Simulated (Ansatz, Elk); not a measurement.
**Bonding as seen by X-rays: ZnCd**

The structure of ZnCd used here is made up (a known structure type with other elements) and was relaxed beforehand with PBE. The aim is the Fourier transform of its all-electron density, F(hkl), set beside the sum over free spherical atoms that refinements use.

Calculated with Elk 11.2.3 (patched build); DFT, PBE, all-electron APW+lo, Dirac cores, scalar-relativistic bands, static density, no spin.

The structure was built from a prototype and need not be the compound's stable phase.

## (1) The structure

The structure is cubic, space group Pm-3m (No. 221). The conventional cell has a = 3.396 Å, b = 3.396 Å, c = 3.396 Å, α = 90.00°, β = 90.00°, γ = 90.00°. Nearest to Cd lie 8 Zn at 2.94 Å. Zn has 8 Cd at 2.94 Å nearest. Farther neighbours are not listed.

## (2) Ground state and structure factors

An all-electron density is needed, since X-rays see the cores too. Task 0 finds the density and task 195 Fourier-transforms it; tshift is off so that phases refer to the origin typed.

Input file elk.in:

```
tasks
  0
  195

xctype
  20

spinpol
  .false.

rgkmax
  7.0

gmaxvr
  14.0

lmaxo
  7

lmaxapw
  8

swidth
  0.002

tshift
  .false.

ramdisk
  .false.

hmaxvr
  5.5

maxscl
  120

epspot
  1e-06

sppath
  './'

avec
  6.41809944834 -0.00000000000 0.00000000000
  0.00000000000 6.41809944834 0.00000000000
  0.00000000000 0.00000000000 6.41809944834

atoms
  2
  'Cd.in'
  1
  0.5000000000 0.5000000000 0.5000000000   0.000000 0.000000 0.000000
  'Zn.in'
  1
  -0.0000000000 -0.0000000000 -0.0000000000   0.000000 0.000000 0.000000

ngridk
  7 7 7
```

Started as:

```sh
> OMP_NUM_THREADS=4 elk
```

Numbers of over 12 decimals in the logs are rounded to 6 here.

The log of the run:

```text
┌─────────────────────────┐
│ Elk code version 11.2.3 │
└─────────────────────────┘

All units are atomic (Hartree, Bohr, etc.)

┌─────────────────────────────────────────────────┐
│ Ground-state run starting from atomic densities │
└─────────────────────────────────────────────────┘

Lattice vectors :
   6.418099448      -0.000000000       0.000000000
   0.000000000       6.418099448       0.000000000
   0.000000000       0.000000000       6.418099448

Reciprocal lattice vectors :
  0.9789791133       0.000000000       0.000000000
   0.000000000      0.9789791133      -0.000000000
  -0.000000000       0.000000000      0.9789791133

Unit cell volume      :    264.3743559
Brillouin zone volume :   0.9382536843

Muffin-tin inner radius fraction :   0.1000000000E-01

Nuclei treated as point charges

Species : 1 (Cd)
 parameters loaded from : Cd.in
 name : cadmium
 nuclear charge    :   -48.00000000
 electronic charge :    48.00000000
 atomic mass :    204912.7176
 muffin-tin radius :    2.600000000
 number of radial points in muffin-tin :   1193
 inner part over the whole radius :   0.9972693929E-02
 number on inner part of muffin-tin    :    850
 approximate nuclear radius :   0.8708852602E-04
 number of mesh points to nuclear radius :    426
 atomic positions (lattice), magnetic fields (Cartesian) :
  1 :   0.50000000  0.50000000  0.50000000    0.00000000  0.00000000  0.00000000

Species : 2 (Zn)
 parameters loaded from : Zn.in
 name : zinc
 nuclear charge    :   -30.00000000
 electronic charge :    30.00000000
 atomic mass :    119233.3130
 muffin-tin radius :    2.400000000
 number of radial points in muffin-tin :    993
 inner part over the whole radius :   0.9843840322E-02
 number on inner part of muffin-tin    :    701
 approximate nuclear radius :   0.7484757725E-04
 number of mesh points to nuclear radius :    337
 atomic positions (lattice), magnetic fields (Cartesian) :
  1 :   0.00000000  0.00000000  0.00000000    0.00000000  0.00000000  0.00000000

Total number of atoms per unit cell :    2
Total muffin-tin volume :    131.5280124
 ratio of muffin-tin to unit cell volume :   0.4975066965

Spin treatment :
 spin-unpolarised

Number of Bravais lattice symmetries :   48
Number of crystal symmetries         :   48
Crystal has inversion symmetry
Real symmetric eigensolver will be used

k-point grid :      7     7     7
k-point offset :    0.000000000       0.000000000       0.000000000
k-point set is reduced with full crystal symmetry group
Total number of k-points :       20

Muffin-tin radius times maximum |G+k| :    7.000000000
 using average radius
Maximum |G+k| for APW functions       :    2.800000000
Maximum (1/2)|G+k|²                   :    3.920000000
Maximum |G| for potential and density :    14.00000000
Constant for pseudocharge density :    9
 order of it for each species :   16  16
 order of it for pair densities of each species (exact exchange by exxq0 0: 17) :   11   9
Radial integration step length :    1

G-vector grid sizes :     30    30    30
Number of G-vectors :    12197

Maximum angular momentum used for
 APW functions            :    8
 outer part of muffin-tin :    7
 inner part of muffin-tin :    2

Total nuclear charge    :   -78.00000000
Total core charge       :    42.00000000
Total valence charge    :    36.00000000
Total excess charge     :    0.000000000
Total electronic charge :    78.00000000

Effective Wigner radius, rₛ :   0.9318486310

Number of empty states         :      8
Total number of valence states :     27
Total number of core states    :     42

Third-order local-orbitals added for an l without core states : T
Total number of local-orbitals :     39

Exchange-correlation functional :     20     0     0
 Perdew-Burke-Ernzerhof, Phys. Rev. Lett. 77, 3865 (1996)
 gradient requirement :    1
 generalised gradient approximation (GGA)

Smearing type :    3
 Fermi-Dirac
Smearing width :   0.2000000000E-02
Effective electronic temperature (K) :    631.5500496

Mixing type :    3
[...]
xc potential                :     -294.95895228798
 exchange                    :     -222.15142973190
 correlation                 :     -4.026063
 electron entropic           :    -0.49447004064908E-03
 total energy                :     -7392.4425005481

Density of states at Fermi energy :    42.59746308
 (states/Hartree/unit cell)

Estimated indirect band gap :   0.1151081131E-02
 from k-point 14 to k-point 19
Estimated direct band gap   :   0.9789168870E-02
 at k-point 19

Charges :
 core                        :    42.00000000
 valence                     :    36.00000000
 interstitial                :    2.687183517
 muffin-tins (core leakage)
  species : 1 (Cd)
   atom 1                    :    46.56494925     (  0.2509361164E-03)
  species : 2 (Zn)
   atom 1                    :    28.74786723     (  0.8275692714E-04)
 total in muffin-tins        :    75.31281648
 total calculated charge     :    77.99959259
 total charge                :    78.00000000
 error                       :   0.4074084666E-03

RMS change in Kohn-Sham potential (target) :   0.1217917615     (  0.1000000000E-05)
Absolute change in total energy (target)   :   0.5159327186E-01 (  0.1000000000E-03)

[... loops 3 to 14 left out ...]

┌──────────────────┐
│ Loop number : 15 │
└──────────────────┘

Energies :
 Fermi                       :     0.198787
 sum of occupied eigenvalues :     -4389.8035210305
 electron kinetic            :      7696.1495538044
 core electron kinetic       :      7297.2946088057
 Coulomb                     :     -14861.859425300
 Coulomb potential           :     -11790.898187416
 nuclear-nuclear             :     -888.13493852410
 electron-nuclear            :     -16180.319493132
 Hartree                     :      2206.5950063561
 Madelung                    :     -8966.4103315919
 xc potential                :     -295.05488741914
 exchange                    :     -222.37552051677
 correlation                 :     -4.027221
 electron entropic           :    -0.48351383548406E-03
 total energy                :     -7392.1130964952

Density of states at Fermi energy :    38.20835725
 (states/Hartree/unit cell)

Estimated indirect band gap :   0.3170777059E-02
 from k-point 8 to k-point 14
Estimated direct band gap   :   0.5438849164E-01
 at k-point 20

Charges :
 core                        :    42.00000000
 valence                     :    36.00000000
 interstitial                :    2.573723437
 muffin-tins (core leakage)
  species : 1 (Cd)
   atom 1                    :    46.62480193     (  0.2403100844E-03)
  species : 2 (Zn)
   atom 1                    :    28.80147463     (  0.7991228894E-04)
 total in muffin-tins        :    75.42627656
 total calculated charge     :    77.99961982
 total charge                :    78.00000000
 error                       :   0.3801846667E-03

RMS change in Kohn-Sham potential (target) :   0.6774298684E-07 (  0.1000000000E-05)
Absolute change in total energy (target)   :   0.3281235877E-04 (  0.1000000000E-03)

Convergence targets achieved

┌──────────────────┐
│ Loop number : 16 │
└──────────────────┘

Energies :
 Fermi                       :     0.198787
 sum of occupied eigenvalues :     -4389.8035197809
 electron kinetic            :      7696.1495555692
 core electron kinetic       :      7297.2946118011
 Coulomb                     :     -14861.859425311
 Coulomb potential           :     -11790.898187971
 nuclear-nuclear             :     -888.13493852410
 electron-nuclear            :     -16180.319492737
 Hartree                     :      2206.5950059495
 Madelung                    :     -8966.4103313262
 xc potential                :     -295.05488737961
 exchange                    :     -222.37552049565
 correlation                 :     -4.027221
 electron entropic           :    -0.48351340555404E-03
 total energy                :     -7392.1130947087

Density of states at Fermi energy :    38.20829127
 (states/Hartree/unit cell)

Estimated indirect band gap :   0.3170801007E-02
 from k-point 8 to k-point 14
Estimated direct band gap   :   0.5438847818E-01
 at k-point 20

Charges :
 core                        :    42.00000000
 valence                     :    36.00000000
 interstitial                :    2.573723158
 muffin-tins (core leakage)
  species : 1 (Cd)
   atom 1                    :    46.62480210     (  0.2403100638E-03)
  species : 2 (Zn)
   atom 1                    :    28.80147474     (  0.7991228484E-04)
 total in muffin-tins        :    75.42627684
 total calculated charge     :    77.99961982
 total charge                :    78.00000000
 error                       :   0.3801846287E-03

┌──────────────────────────────┐
│ Self-consistent loop stopped │
└──────────────────────────────┘

Warning : core states of species 1 leak from the muffin-tin :   0.2403100638E-03

Wrote STATE.OUT
```

The job ended after 7 s (4 threads of Arm Neoverse V2, shared host; peak memory 0.16 GiB).

SFACRHO.OUT:

```text

h k l indices transformed by vhmat matrix:
   1.000000000       0.000000000       0.000000000    
   0.000000000       1.000000000       0.000000000    
   0.000000000       0.000000000       1.000000000    

      h      k      l  multipl.   |H|            Re(F)            Im(F)           |F|

      0      0      0      1   0.0000000       78.000000     -0.17138716E-16   78.000000    
     -1      0      0      6  0.97897911      -15.853492     -0.23349200E-13   15.853492    
      0     -1      1     12   1.3844855       62.104083      0.83706100E-14   62.104083    
     -1     -1      1      8   1.6956416      -13.516370     -0.20217662E-13   13.516370    
     -2      0      0      6   1.9579582       54.266416      0.38074044E-13   54.266416    
      1      0      2     24   2.1890638      -12.135888      0.68250576E-13   12.135888    
      1      1      2     24   2.3979993       48.840081     -0.68610332E-13   48.840081    
      0     -2      2     12   2.7689711       44.705713      0.12163306E-13   44.705713    
     -1     -2      2     24   2.9369373      -10.708650     -0.39030592E-13   10.708650    
      0     -3      0      6   2.9369373      -10.712184     -0.98013316E-14   10.712184    
     -3      0      1     24   3.0958038       41.443199      0.63158320E-14   41.443199    
     -3     -1     -1     24   3.2469064      -10.345924     -0.60153996E-13   10.345924    
      2     -2      2      8   3.3912831       38.811027     -0.60013232E-14   38.811027    
      2      3      0     24   3.5297594      -10.101190      0.14611471E-13   10.101190    
     -1      2      3     48   3.6630044       36.647292     -0.52856310E-13   36.647292    
      0      4      0      6   3.9159165       34.844346     -0.50682055E-13   34.844346    
     -2      2      3     24   4.0364343      -9.8053913      0.47002556E-13   9.8053913    
      4      0      1     24   4.0364343      -9.8080935      0.52410891E-13   9.8080935
```

Elk indexes on the primitive cell of elk.in and gives |H| = 4π sin θ/λ in inverse bohr. Below, one row stands for each form hkl of the conventional cell (m members, Friedel mates merged), F is for one primitive cell and the density is static (no thermal factor). Free-atom factors are Waasmaier and Kirfel's, and R is Σm||F|−|F'||/Σm|F|.

```tsv
hkl	m	sin θ/λ (Å⁻¹)	abs F, DFT	neutral atoms	diff.
100	6	0.147	15.854	15.870	-0.017
110	12	0.208	62.104	62.425	-0.321
111	8	0.255	13.516	13.411	+0.106
200	6	0.294	54.266	54.468	-0.202
210	24	0.329	12.136	12.022	+0.114
211	24	0.361	48.840	48.903	-0.063
220	12	0.416	44.706	44.701	+0.004
221	24	0.442	10.709	10.641	+0.068
300	6	0.442	10.712	10.641	+0.072
310	24	0.466	41.443	41.410	+0.033
311	24	0.488	10.346	10.285	+0.061
222	8	0.510	38.811	38.767	+0.044
320	24	0.531	10.101	10.052	+0.049
321	48	0.551	36.647	36.603	+0.044
400	6	0.589	34.844	34.799	+0.045
322	24	0.607	9.805	9.793	+0.012
410	24	0.607	9.808	9.793	+0.015
411	24	0.625	33.307	33.272	+0.035
```

## (3) The highest occupied states alone

An energy window below the Fermi level keeps the highest occupied states, to see at which angles they scatter; shallow core shells can lie inside it and anion s states outside. No new self-consistency is needed.

elk.in, as its differences from that of step 2:

```diff
@@ -1,3 +1,2 @@
 tasks
-  0
   195
@@ -40,2 +39,5 @@
 
+wsfac
+  -0.352450 0.498790
+
 sppath
```

Started as:

```sh
> OMP_NUM_THREADS=4 elk
```

The log of the run:

```text
┌─────────────────────────────────┐
│ Elk code version 11.2.3 started │
└─────────────────────────────────┘

Info(readinput): the functional depends on the density's gradient
 muffin-tin radial points multiplied by    2.00000
 (not where nrmtscf is given)

┌────────────────────┐
│ Current task : 195 │
└────────────────────┘

Info(sfacrho): density structure factors written to SFACRHO.OUT

 Energy window :  -0.3524500000      0.4987900000

┌──────────────────┐
│ Elk code stopped │
└──────────────────┘
```

Wall time 2.8 s (4 threads); peak memory 0.16 GiB.

States within 15 eV below the Fermi level hold 24.00 electrons; any levels below the window count with the cores. Their amplitudes can exceed the total, where window and core parts have opposite phase:

```tsv
hkl	sin θ/λ (Å⁻¹)	abs F, window	abs F, all
100	0.147	1.306	15.854
110	0.208	12.653	62.104
111	0.255	2.279	13.516
200	0.294	8.512	54.266
210	0.329	2.611	12.136
211	0.361	6.133	48.840
220	0.416	4.541	44.706
221	0.442	2.554	10.709
300	0.442	2.550	10.712
310	0.466	3.426	41.443
```

## (4) Another functional

The difference from free atoms is small, so it is set against the change that LDA (Perdew-Wang) makes.

elk.in, as its differences from that of step 3:

```diff
@@ -1,2 +1,3 @@
 tasks
+  0
   195
@@ -4,3 +5,3 @@
 xctype
-  20
+  3
 
@@ -39,5 +40,2 @@
 
-wsfac
-  -0.352450 0.498790
-
 sppath
```

Started as:

```sh
> OMP_NUM_THREADS=4 elk
```

The log of the run:

```text
┌─────────────────────────┐
│ Elk code version 11.2.3 │
└─────────────────────────┘

All units are atomic (Hartree, Bohr, etc.)

┌─────────────────────────────────────────────────┐
│ Ground-state run starting from atomic densities │
└─────────────────────────────────────────────────┘

Lattice vectors :
   6.418099448      -0.000000000       0.000000000
   0.000000000       6.418099448       0.000000000
   0.000000000       0.000000000       6.418099448

Reciprocal lattice vectors :
  0.9789791133       0.000000000       0.000000000
[...]
interstitial                :    2.541122727
 muffin-tins (core leakage)
  species : 1 (Cd)
   atom 1                    :    46.63990989     (  0.2413600690E-03)
  species : 2 (Zn)
   atom 1                    :    28.81896738     (  0.8022777623E-04)
 total in muffin-tins        :    75.45887727
 total calculated charge     :    77.99961713
 total charge                :    78.00000000
 error                       :   0.3828670541E-03

┌──────────────────────────────┐
│ Self-consistent loop stopped │
└──────────────────────────────┘

Warning : core states of species 1 leak from the muffin-tin :   0.2413600690E-03

Wrote STATE.OUT
[key lines of the parts left out:]
total energy                :     -7384.4182017508
```

It took 3.9 s on 4 threads; peak memory 0.16 GiB.

Against the first run R = 0.04 %; the largest change is -0.039 at 200.

## (5) A coarser k-mesh

About half the k-points along each axis test the sampling.

elk.in, as its differences from that of step 4:

```diff
@@ -5,3 +5,3 @@
 xctype
-  3
+  20
 
@@ -58,2 +58,2 @@
 ngridk
-  7 7 7
+  4 4 4
```

Started as:

```sh
> OMP_NUM_THREADS=4 elk
```

The log of the run:

```text
┌─────────────────────────┐
│ Elk code version 11.2.3 │
└─────────────────────────┘

All units are atomic (Hartree, Bohr, etc.)

┌─────────────────────────────────────────────────┐
│ Ground-state run starting from atomic densities │
└─────────────────────────────────────────────────┘

Lattice vectors :
   6.418099448      -0.000000000       0.000000000
   0.000000000       6.418099448       0.000000000
   0.000000000       0.000000000       6.418099448

Reciprocal lattice vectors :
  0.9789791133       0.000000000       0.000000000
[...]
interstitial                :    2.571701581
 muffin-tins (core leakage)
  species : 1 (Cd)
   atom 1                    :    46.63887904     (  0.2404814958E-03)
  species : 2 (Zn)
   atom 1                    :    28.78941938     (  0.7991392418E-04)
 total in muffin-tins        :    75.42829842
 total calculated charge     :    77.99955624
 total charge                :    78.00000000
 error                       :   0.4437618364E-03

┌──────────────────────────────┐
│ Self-consistent loop stopped │
└──────────────────────────────┘

Warning : core states of species 1 leak from the muffin-tin :   0.2404814958E-03

Wrote STATE.OUT
[key lines of the parts left out:]
total energy                :     -7392.1054721189
```

The job ended after 5.9 s (4 threads; peak memory 0.16 GiB; 13 s of CPU time).

Against the first run R = 0.01 %; the largest change is +0.013 at 100.

## (6) Basis size

A smaller basis shows how fast F responds to it; the change is likely larger than the basis error of the first run, but doesn't show convergence.

elk.in, as its differences from that of step 5:

```diff
@@ -11,3 +11,3 @@
 rgkmax
-  7.0
+  5.5
 
@@ -58,2 +58,2 @@
 ngridk
-  4 4 4
+  7 7 7
```

Started as:

```sh
> OMP_NUM_THREADS=4 elk
```

The log of the run:

```text
┌─────────────────────────┐
│ Elk code version 11.2.3 │
└─────────────────────────┘

All units are atomic (Hartree, Bohr, etc.)

┌─────────────────────────────────────────────────┐
│ Ground-state run starting from atomic densities │
└─────────────────────────────────────────────────┘

Lattice vectors :
   6.418099448      -0.000000000       0.000000000
   0.000000000       6.418099448       0.000000000
   0.000000000       0.000000000       6.418099448

Reciprocal lattice vectors :
  0.9789791133       0.000000000       0.000000000
[...]
interstitial                :    2.660225219
 muffin-tins (core leakage)
  species : 1 (Cd)
   atom 1                    :    46.57857995     (  0.2409152726E-03)
  species : 2 (Zn)
   atom 1                    :    28.76119483     (  0.8047048391E-04)
 total in muffin-tins        :    75.33977478
 total calculated charge     :    77.99905174
 total charge                :    78.00000000
 error                       :   0.9482577619E-03

┌──────────────────────────────┐
│ Self-consistent loop stopped │
└──────────────────────────────┘

Warning : core states of species 1 leak from the muffin-tin :   0.2409152726E-03

Wrote STATE.OUT
[key lines of the parts left out:]
total energy                :     -7392.0126250436
```

The job ended after 6.6 s (4 threads; peak memory 0.16 GiB).

Against the first run R = 0.02 %; the largest change is +0.047 at 211.

## (7) Settings against the effect

```tsv
run	R against the first run (%)	R against neutral atoms, low angle (%)	wall time
PBE, rgkmax 7	0.00	0.47	7 s
LDA (Perdew-Wang)	0.04	0.49	3.9 s
k-mesh 4×4×4	0.01	0.46	5.9 s
rgkmax 5.5	0.02	0.46	6.6 s
```

## (8) Results

* R against neutral atoms, sin θ/λ < 0.3 Å⁻¹: 0.47 %
* R against neutral atoms, 0.3 to 0.81 Å⁻¹: 0.19 %

**Reading.** Independent neutral atoms miss the calculated amplitudes by R = 0.47 % below 0.3 Å⁻¹ and 0.19 % from there to 0.81 Å⁻¹; by shells, 0.11 % below 0.15 Å⁻¹ (1 form), 0.50 % 0.15 to 0.3 (3 forms), 0.27 % 0.3 to 0.45 (5 forms), 0.18 % above 0.45 (24 forms). Bonding, aspherical density and the tables' own atoms all enter these figures, and the runs don't part them. The largest change of an amplitude is -0.32 electrons, at 110. The window's part falls from 24.0 electrons at the origin to at most 3.43 between 0.45 and 0.81 Å⁻¹, where compact states inside the window still scatter. Below 0.3 Å⁻¹ the changes that finished (LDA (Perdew-Wang), k-mesh 4×4×4 and rgkmax 5.5) move F by R = 0.04 % at most, against the 0.47 % that separates it from free atoms. Part of the difference isn't bonding: the tables are fits to free atoms and ions calculated by other methods than this functional. Thermal motion, anomalous dispersion and extinction are left out.

[Logs are printed without paths, hosts, clocks, repeated set-up lines and the standing remarks that a program may print on its own settings, such as how far it seeks lower states.]

[Hosts, paths, dates, database ids (printed as entryN), source tags and the programs' standing remarks are cut or masked in the printed files.]
